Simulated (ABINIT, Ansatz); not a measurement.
# Sr2NbGaO6 (Fm-3m): changed settings of a GW run in ABINIT, part 2 of 2

Aim: change inputs of a GW run on Sr2NbGaO6 (Fm-3m) and see what moves.

ABINIT 10.8.3; PBEsol and many-body steps on it, plane waves. Known limits of the many-body steps: not at the basis limit; exchange with frozen shells missing; no spin-orbit coupling; coarse k mesh.

So far. Step 3 (Base): The gap on the mesh goes from 3.16 eV to 4.96 eV, a correction of +1.80 eV. Step 4 (Broadening of the poles): Against G0W0 in ABINIT (2×2×2 mesh, 125 bands, screening to 114.3 eV, Godby-Needs plasmon pole), the gap moves by +0.000 eV.

## Step 5: Unknown plasmon-pole model

Level of this step: G0W0 on PBEsol, plane waves, norm-conserving pseudopotentials (ABINIT).

Contents of run.abi:

```
acell 3*1.0 Angstrom
rprim 
  0.000000000000 4.000204000000 4.000204000000
  4.000204000000 0.000000000000 4.000204000000
  4.000204000000 4.000204000000 0.000000000000
ntypat 4
znucl 38 41 31 8
natom 10
typat 1 1 2 3 4 4 4 4 4 4
xred 
  0.250000000000 0.250000000000 0.250000000000
  0.750000000000 0.750000000000 0.750000000000
  0.000000000000 0.000000000000 0.000000000000
  0.500000000000 0.500000000000 0.500000000000
  0.749216000000 0.250784000000 0.250784000000
  0.250784000000 0.749216000000 0.749216000000
  0.250784000000 0.250784000000 0.749216000000
  0.749216000000 0.749216000000 0.250784000000
  0.250784000000 0.749216000000 0.250784000000
  0.749216000000 0.250784000000 0.749216000000
pp_dirpath "pseudos"
pseudos "Sr.upf, Nb.upf, Ga.upf, O.upf"
ecut 37
ngkpt 2 2 2
nshiftk 1
shiftk 0 0 0
kptopt 1
chksymbreak 0
istwfk *1
occopt 1
irdwfk 1
optdriver 4
nband 125
gwcalctyp 0
ecutsigx 37
symsigma 1
nkptgw 1
kptgw 
  0.0000000000 0.0000000000 0.0000000000
bdgw 
  39 44
ecuteps 4.2
irdscr 1
ppmodel 7
indata_prefix "in"
outdata_prefix "out"
tmpdata_prefix "tmp"
```

Command:

```console
> OMP_NUM_THREADS=1 mpirun -n 4 abinit run.abi > log
```

Log:

```text
.Version 10.8.3 of ABINIT. v10.8.2 released Aug 2026.

 Symmetries : space group Fm -3 m (#225); Bravais cF (face-center cubic)
================================================================================
 Values of the parameters that define the memory need of the present run
     intxc =       0    ionmov =       0      iscf =       7    lmnmax =       6
     lnmax =       6     mgfft =      60  mpssoang =       3    mqgrid =    3001
     natom =      10  nloc_mem =       1    nspden =       1   nspinor =       1
    nsppol =       1      nsym =      48    n1xccc =    2501    ntypat =       4
    occopt =       1   xclevel =       2
-    mband =         125        mffmem =           1         mkmem =           1
       mpw =        9377          nfft =      216000          nkpt =           3
================================================================================
  Rough estimation (10% accuracy) of disk space for files :
================================================================================

--------------------------------------------------------------------------------
------------- Echo of variables that govern the present computation ------------
--------------------------------------------------------------------------------
 -outvars: echo values of preprocessed input variables --------
            acell      1.8897261259E+00  1.8897261259E+00  1.8897261259E+00 Bohr

             bdgw          39      44
      chksymbreak           0
             ecut      3.70000000E+01 Hartree
          ecuteps      4.20000000E+00 Hartree
         ecutsigx      3.70000000E+01 Hartree
          ecutwfn      3.70000000E+01 Hartree
-          fftalg         312
           irdscr           1
           irdwfk           1

              ixc     -116133
[...]
pspatm : epsatm=   24.50968960
         --- l  ekb(1:nproj) -->
[...]
pspatm: atomic psp has been read  and splines computed

- O Generated using ONCVPSP code by D. R. Hamann
-  8.00000   6.00000  180301                  znucl, zion, pspdat
12 -116133 2 -1 936                           pspcod,pspxc,lmax,lloc,mmax
     nproj     2     2     1
  pspatm : epsatm=    6.22910120
         --- l  ekb(1:nproj) -->
             0    6.050032    0.820363
             1   -4.739617   -1.153841
             2   -1.335834
 pspatm: atomic psp has been read  and splines computed

   8.40343068E+03                                ecore*ucvol(ha*bohr**3)
--------------------------------------------------------------------------------

 ==== K-mesh for the wavefunctions ====
 Number of points in the irreducible wedge :     3
 Reduced coordinates and weights :

     1)     0.00000000E+00  0.00000000E+00  0.00000000E+00       0.12500
     2)     5.00000000E-01  0.00000000E+00  0.00000000E+00       0.50000
     3)     5.00000000E-01  5.00000000E-01  0.00000000E+00       0.37500

 Together with 48 symmetry operations and time-reversal symmetry
 yields     8 points in the full Brillouin Zone.

 ==== Q-mesh for screening function ====
 Number of points in the irreducible wedge :     3
 Reduced coordinates and weights :

     1)     0.00000000E+00  0.00000000E+00  0.00000000E+00       0.12500
     2)     5.00000000E-01  0.00000000E+00  0.00000000E+00       0.50000
     3)     5.00000000E-01  5.00000000E-01  0.00000000E+00       0.37500

 Together with 48 symmetry operations and time-reversal symmetry
 yields     8 points in the full Brillouin Zone.

 vcoul_init : cutoff-mode = AUXILIARY_FUNCTION
 q-points for optical limit:   1
     1)      0.000010    0.000020    0.000030
 setmesh: FFT mesh size selected  =    60x   60x   60
          total number of points  =       216000

 Number of electrons calculated from density =   82.0000; Expected =   82.0000
 average of density, n =  0.094916
 r_s =    1.3600
 omega_plasma =   29.7184 [eV]

--- !BUG
message: |
    Wrong ppm%model: 7

--- !BUG
message: |
    Wrong ppm%model: 7

--- from the log ---
Wrong ppm%model: 7
```

Wall time 3.4 s (4 MPI ranks of Intel Xeon 6975P-C (Granite Rapids), shared host); peak memory 0.78 GiB; 9.7 s of CPU time.

The run stopped with an error after 3.4 s.

The program's words: Wrong ppm%model: 7

The fault put into this input: unknown plasmon-pole model.

## Step 6: The runs together

Times are wall times on 4 MPI ranks of Intel Xeon 6975P-C (Granite Rapids), shared host, good to a factor of about two. A run's time includes the screening step that it read.

```
                    run   mesh  bands  screening cutoff (eV)  DFT gap (eV)  gap on the mesh (eV)  direct (eV)  ε∞ used  time
                   base  2×2×2    125                  114.3         3.158                 4.958        4.958     5.44  56 s
broadening of the poles  2×2×2    125                  114.3         3.158                 4.958        4.958     5.44  56 s
```

## Step 7: Results

* base: 4.958 eV
* broadening of the poles: 4.958 eV
* known limits: not at the basis limit; exchange with frozen shells missing; no spin-orbit coupling; coarse k mesh

What this shows: Broadening of the poles: no change against base (keys changed: zcut). Bands and cutoff are finite, so the gap is not at the basis limit. The miss can reach some tenths of an eV and take either sign; the mesh is an error of its own. In the first G0W0 run levels were corrected at 1 k point alone, so a gap called «on the mesh» is the least over those, and an edge elsewhere would be missed. The 2×2×2 mesh is coarse for this cell, which bears on the long-range parts of exchange and screening. The norm-conserving file of at least one element keeps a d shell over frozen s and p shells of the same row. Exchange with those shells is missing from the self-energy, an error of 0.3 to 0.9 eV in cases checked, whose sign depends on which edge lies on those atoms. The many-body steps are scalar-relativistic: spin-orbit coupling is not in them.

[Paths, hosts, dates, memory and timing lines, banners, echoed tables and standing remarks are left out of the program output.]

[Logs are printed without paths, hosts, clocks, repeated set-up lines and the standing remarks that a program may print on its own settings, such as how far it seeks lower states.]

[Runs of the session that timed out or met a known fault of the program may be left out.]

[No measured gap is set beside runs whose start may be inverted or whose files or cutoffs have a known fault.]

[Hosts, paths, dates, database ids (printed as entryN), source tags and the programs' standing remarks are cut or masked in the printed files.]

[G0W0 gaps are taken among the corrected bands and points alone; a level outside them can change the order at an edge.]

[Where Ansatz stands beside ABINIT at settings called matched, ABINIT's density can come from a denser mesh and the files from another edition; pairs whose starting gaps differed by over 0.03 eV were left out, so agreement reads better than it is.]
